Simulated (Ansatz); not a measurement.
Rows from a G0W0 calculation on WS2 (Tungstenite) (Ansatz 0.2.0; G0W0 on PBE, plane waves, PAW; 6×6×2 mesh, 867 empty bands, screening to 230 eV, plasmon pole), in eV. Spin-orbit coupling is left out.

The database entry behind the starting cell differs from later determinations by our own check (an axis about 1.4 % long against later determinations), so it need not match the best structure at ambient conditions.

```csv
row,k,band,start,Σx,Σc at the solution,Vxc
A,"(0.167, 0.167, 0.000)",c1,12.312,-12.925,-3.888,-16.889
B,"(0.167, 0.167, 0.000)",c2,13.054,-14.166,-4.301,-18.651
C,"(0.167, 0.167, 0.000)",v1,9.775,-19.510,1.070,-18.032
D,Γ,v2,10.173,-18.178,0.782,-16.954
E,Γ,c1,13.511,-13.716,-4.400,-18.359
F,Γ,v1,11.265,-19.439,0.325,-18.764
```

**Question.** Work out each quasiparticle level and how far it moved.

The quasiparticle equation reads E = start + Σx + Σc(E) − Vxc.

```csv
row,E (eV),shift (eV)
A,12.388,+0.076
B,13.238,+0.184
C,9.366,−0.408
D,9.731,−0.442
E,13.754,+0.243
F,10.915,−0.350
```

The gap over the computed points goes from 1.05 eV to 1.47 eV.

Limits: not at the basis limit; no spin-orbit coupling.

[Paths, hosts, dates, memory and timing lines, banners, echoed tables and standing remarks are left out of the program output.]

[Logs are printed without paths, hosts, clocks, repeated set-up lines and the standing remarks that a program may print on its own settings, such as how far it seeks lower states.]

[Runs of the session that timed out or met a known fault of the program may be left out.]

[Cells called generated may have been cut or substituted from an entry of the Crystallography Open Database or the Materials Project.]

[Hosts, paths, dates, database ids (printed as entryN), source tags and the programs' standing remarks are cut or masked in the printed files.]
